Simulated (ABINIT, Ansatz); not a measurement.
# Ba2IBrF2 (P4mm): bands and cutoff in G0W0 with ABINIT, part 2 of 2

What does each rung of G0W0 on Ba2IBrF2 (P4mm) cost, and what does it buy?

ABINIT 10.8.3; PBEsol and many-body steps on it, plane waves. Known limits of the many-body steps: not at the basis limit; no spin-orbit coupling; coarse k mesh.

So far. Step 3 (Screening, 2×2×1 mesh, 58 bands, screening to 62.6 eV): Local fields lower ε∞ by 14 %. On a Γ-centred mesh this coarse the value itself is usually too large, while a short band sum pulls it down. Step 4 (58 bands, 62.6 eV): The gap on the mesh goes from 4.25 eV to 6.31 eV, a correction of +2.06 eV.

**6. 137 bands, 114.3 eV**

This step: G0W0 on PBEsol, plane waves, norm-conserving pseudopotentials.

Contents of run.abi:

```
acell 3*1.0 Angstrom
rprim 
  4.623364000000 0.000000000000 0.000000000000
  0.000000000000 4.623364000000 0.000000000000
  0.000000000000 0.000000000000 7.991386000000
ntypat 4
znucl 56 53 35 9
natom 6
typat 1 1 2 3 4 4
xred 
  0.500000000000 0.500000000000 0.827396000000
  0.000000000000 0.000000000000 0.185191000000
  0.000000000000 0.000000000000 0.641387000000
  0.500000000000 0.500000000000 0.340098000000
  0.500000000000 0.000000000000 0.002964000000
  0.000000000000 0.500000000000 0.002964000000
pp_dirpath "pseudos"
pseudos "Ba.upf, I.upf, Br.upf, F.upf"
ecut 36
ngkpt 2 2 1
nshiftk 1
shiftk 0 0 0
kptopt 1
chksymbreak 0
istwfk *1
occopt 1
irdwfk 1
optdriver 4
nband 137
gwcalctyp 0
ecutsigx 36
symsigma 1
nkptgw 1
kptgw 
  0.0000000000 0.0000000000 0.0000000000
bdgw 
  23 26
ecuteps 4.2
irdscr 1
ppmodel 1
indata_prefix "in"
outdata_prefix "out"
tmpdata_prefix "tmp"
```

The run is started by

```
> OMP_NUM_THREADS=1 mpirun -n 4 abinit run.abi > log
```

Numbers of over 12 decimals in the logs are rounded to 6 here.

Output:

```text
.Version 10.8.3 of ABINIT. v10.8.2 released Aug 2026.

 Symmetries : space group P4 m m (# 99); Bravais tP (primitive tetrag.)
[... echo of the input left out ...]
== DATASET  1 ==================================================================
-   mpi_nproc: 4, omp_nthreads: 1 (-1 if OMP is not activated)

--- !DatasetInfo
iteration_state: {dtset: 1, }
dimensions: {natom: 6, nkpt: 3, mband: 137, nsppol: 1, nspinor: 1, nspden: 1, mpw: 11965, }
cutoff_energies: {ecut:  36.0, pawecutdg:  -1.0, }
electrons: {nelect:   4.80000000E+01, charge:   0.00000000E+00, occopt:   1.00000000E+00, tsmear:   1.00000000E-02, }

 SIGMA: Calculation of the GW corrections

 Based on a program developped by R.W. Godby, V. Olevano, G. Onida, and L. Reining.
 Incorporated in ABINIT by V. Olevano, G.-M. Rignanese, and M. Torrent.
.Using double precision arithmetic ; gwpc =  8

[... cell and pseudopotentials left out ...]
--------------------------------------------------------------------------------

 ==== K-mesh for the wavefunctions ====
 Number of points in the irreducible wedge :     3
[... list of points left out ...]
 Together with  8 symmetry operations and time-reversal symmetry
 yields     4 points in the full Brillouin Zone.

 ==== Q-mesh for screening function ====
 Number of points in the irreducible wedge :     3
[... list of points left out ...]
 Together with  8 symmetry operations and time-reversal symmetry
 yields     4 points in the full Brillouin Zone.

 vcoul_init : cutoff-mode = AUXILIARY_FUNCTION
 q-points for optical limit:   1
     1)      0.000010    0.000020    0.000030
 setmesh: FFT mesh size selected  =    48x   48x   81
          total number of points  =       186624

 Number of electrons calculated from density =   48.0000; Expected =   48.0000
[...]
number of k-points in IBZ                           3
 number of q-points in IBZ                           3
 number of symmetry operations                       8
 number of k-points in BZ                            4
 number of q-points in BZ                            4
 number of frequencies for dSigma/dE                 9
 frequency step for dSigma/dE [eV]                0.25
 number of omega for Sigma on real axis              0
 max omega for Sigma on real axis  [eV]           0.00
 zcut for avoiding poles [eV]                     0.10

 EPSILON^-1 parameters (SCR file):
 dimension of the eps^-1 matrix on file            461
 dimension of the eps^-1 matrix used               461
 number of plane-waves for wavefunctions         11965
 number of bands                                   137
 number of q-points in IBZ                           3
 number of frequencies                               2
 number of real frequencies                          1
 number of imag frequencies                          1

 matrix elements of self-energy operator (all in [eV])

 Perturbative Calculation

--- !SelfEnergy_ee
iteration_state: {dtset: 1, }
kpoint     : [   0.000,    0.000,    0.000, ]
spin       : 1
KS_gap     :    4.250
QP_gap     :    6.170
Delta_QP_KS:    1.920
data: !SigmaeeData |
     Band     E0 <VxcDFT>   SigX SigC(E0)      Z dSigC/dE  Sig(E)    E-E0       E
       23   2.397 -11.959 -15.261   2.161   0.820  -0.220 -12.895  -0.936   1.461
       24   2.397 -11.959 -15.261   2.161   0.820  -0.220 -12.895  -0.936   1.461
       25   6.647  -8.509  -4.148  -3.193   0.842  -0.187  -7.525   0.984   7.631
       26   6.953  -8.356  -3.825  -3.350   0.845  -0.183  -7.357   0.999   7.952

== END DATASET(S) ==============================================================
================================================================================

 -outvars: echo values of variables after computation  --------
           etotal      0.0000000000E+00
            nband         137
             nkpt           3
          spgroup          99
 [... the other variables as echoed above ...]

 Calculation completed.
```

Wall time 9.8 s (4 MPI ranks of Arm Neoverse V1, shared host); peak memory 0.98 GiB.

Numbers from this step:

| Quantity | Value |
| --- | --- |
| G0W0 gap on the points computed | 6.17 eV |
| starting gap on the mesh | 4.250 eV |
| k of the valence top | 0, 0, 0 |
| k of the conduction bottom | 0, 0, 0 |
| Z at the valence top | 0.82 |
| Z at the conduction bottom | 0.842 |
| least direct G0W0 gap on the computed points | 6.17 eV |

Against G0W0 in ABINIT (2×2×1 mesh, 58 bands, screening to 62.6 eV, Godby-Needs plasmon pole), the gap moves by −0.137 eV.

**7. Screening, 2×2×1 mesh, 301 bands, screening to 176.9 eV**

This step: RPA screening on PBEsol, plane waves, norm-conserving pseudopotentials.

run.abi: that of step 6 with these lines changed.

```diff
@@ -27,15 +27,8 @@
 irdwfk 1
-optdriver 4
-nband 137
-gwcalctyp 0
-ecutsigx 36
-symsigma 1
-nkptgw 1
-kptgw 
-  0.0000000000 0.0000000000 0.0000000000
-bdgw 
-  23 26
-ecuteps 4.2
-irdscr 1
-ppmodel 1
+optdriver 3
+nband 301
+ecuteps 6.5
+inclvkb 2
+awtr 1
+symchi 1
 indata_prefix "in"
```

Output:

```text
.Version 10.8.3 of ABINIT. v10.8.2 released Aug 2026.

 Symmetries : space group P4 m m (# 99); Bravais tP (primitive tetrag.)
[... echo of the input left out ...]
== DATASET  1 ==================================================================
-   mpi_nproc: 4, omp_nthreads: 1 (-1 if OMP is not activated)

--- !DatasetInfo
iteration_state: {dtset: 1, }
dimensions: {natom: 6, nkpt: 3, mband: 301, nsppol: 1, nspinor: 1, nspden: 1, mpw: 11965, }
cutoff_energies: {ecut:  36.0, pawecutdg:  -1.0, }
[...]
--------------------------------------------------------------------------------
[... chi0 elements left out ...]
 For q-point:  0.000010 0.000020 0.000030
  dielectric constant =   3.6849
  dielectric constant without local fields =   4.3256

  Average fulfillment of the sum rule on Im[epsilon] for q-point    1 :     83.79  [%]
[... wings left out ...]
  q-point number  2        q = ( 0.500000, 0.000000, 0.000000) [r.l.u.]
--------------------------------------------------------------------------------
[... chi0 elements left out ...]
  Average fulfillment of the sum rule on Im[epsilon] for q-point    2 :     86.05  [%]

 [... 1 further q-points ...]
```

It took 98 s on 4 MPI ranks; peak memory 2.2 GiB.

Numbers from this step:

```yaml
eps_infinity_with_local_fields_on_this_mesh_along_the_program_s_q_direction: 3.685
the_same_without_local_fields: 4.326
plasma_frequency: 19.68 eV
plane_waves_in_the_screening_matrix: 873
```

**8. 301 bands, 176.9 eV**

This step: G0W0 on PBEsol, plane waves, norm-conserving pseudopotentials.

run.abi: that of step 7 with these lines changed.

```diff
@@ -27,8 +27,15 @@
 irdwfk 1
-optdriver 3
+optdriver 4
 nband 301
+gwcalctyp 0
+ecutsigx 36
+symsigma 1
+nkptgw 1
+kptgw 
+  0.0000000000 0.0000000000 0.0000000000
+bdgw 
+  23 26
 ecuteps 6.5
-inclvkb 2
-awtr 1
-symchi 1
+irdscr 1
+ppmodel 1
 indata_prefix "in"
```

Output:

```text
.Version 10.8.3 of ABINIT. v10.8.2 released Aug 2026.

 Symmetries : space group P4 m m (# 99); Bravais tP (primitive tetrag.)
[... echo of the input left out ...]
== DATASET  1 ==================================================================
-   mpi_nproc: 4, omp_nthreads: 1 (-1 if OMP is not activated)

--- !DatasetInfo
iteration_state: {dtset: 1, }
dimensions: {natom: 6, nkpt: 3, mband: 301, nsppol: 1, nspinor: 1, nspden: 1, mpw: 11965, }
cutoff_energies: {ecut:  36.0, pawecutdg:  -1.0, }
[...]
24   2.397 -11.959 -15.261   1.752   0.816  -0.225 -13.225  -1.266   1.130
       25   6.647  -8.509  -4.148  -3.430   0.840  -0.190  -7.727   0.782   7.429
       26   6.953  -8.356  -3.825  -3.590   0.843  -0.187  -7.563   0.793   7.746

== END DATASET(S) ==============================================================
================================================================================

 -outvars: echo values of variables after computation  --------
           etotal      0.0000000000E+00
            nband         301
             nkpt           3
          spgroup          99
 [... the other variables as echoed above ...]

 Calculation completed.
```

Elapsed: 38 s, on 4 MPI ranks; peak memory 2.2 GiB.

Numbers from this step:

| Quantity | Value |
| --- | --- |
| G0W0 gap on the points computed | 6.299 eV |
| starting gap on the mesh | 4.250 eV |
| k of the valence top | 0, 0, 0 |
| k of the conduction bottom | 0, 0, 0 |
| least direct G0W0 gap on the computed points | 6.299 eV |

Against G0W0 in ABINIT (2×2×1 mesh, 137 bands, screening to 114.3 eV, Godby-Needs plasmon pole), the gap moves by +0.129 eV.

**9. Side by side**

Times are wall times on 4 MPI ranks of Arm Neoverse V1, shared host, good to a factor of about two. A run's time includes the screening step that it read.

```csv
run,mesh,bands,screening cutoff (eV),DFT gap (eV),gap on the mesh (eV),direct (eV),ε∞ used,time
"58 bands, 62.6 eV",2×2×1,58,62.6,4.250,6.307,6.307,3.63,18 s
"137 bands, 114.3 eV",2×2×1,137,114.3,4.250,6.170,6.170,3.68,45 s
"301 bands, 176.9 eV",2×2×1,301,176.9,4.250,6.299,6.299,3.68,2.3 min
```

**10. Results**

```
58 bands, 62.6 eV   : 6.307 eV
137 bands, 114.3 eV : 6.170 eV
301 bands, 176.9 eV : 6.299 eV
known limits        : not at the basis limit; no spin-orbit coupling; coarse k mesh
```

What this shows: From the first rung to the last the gap moves by −0.01 eV for 7.5 times the time. The gap turns back along the series, so no limit is drawn from it. In the first G0W0 run levels were corrected at 1 k point alone, so a gap called «on the mesh» is the least over those, and an edge elsewhere would be missed. The 2×2×1 mesh is coarse for this cell, which bears on the long-range parts of exchange and screening. The many-body steps are scalar-relativistic: spin-orbit coupling is not in them.

[Paths, hosts, dates, memory and timing lines, banners, echoed tables and standing remarks are left out of the program output.]

[Logs are printed without paths, hosts, clocks, repeated set-up lines and the standing remarks that a program may print on its own settings, such as how far it seeks lower states.]

[Runs of the session that timed out or met a known fault of the program may be left out.]

[No measured gap is set beside runs whose start may be inverted or whose files or cutoffs have a known fault.]

[Hosts, paths, dates, database ids (printed as entryN), source tags and the programs' standing remarks are cut or masked in the printed files.]

[G0W0 gaps are taken among the corrected bands and points alone; a level outside them can change the order at an edge.]

[Where Ansatz stands beside ABINIT at settings called matched, ABINIT's density can come from a denser mesh and the files from another edition; pairs whose starting gaps differed by over 0.03 eV were left out, so agreement reads better than it is.]
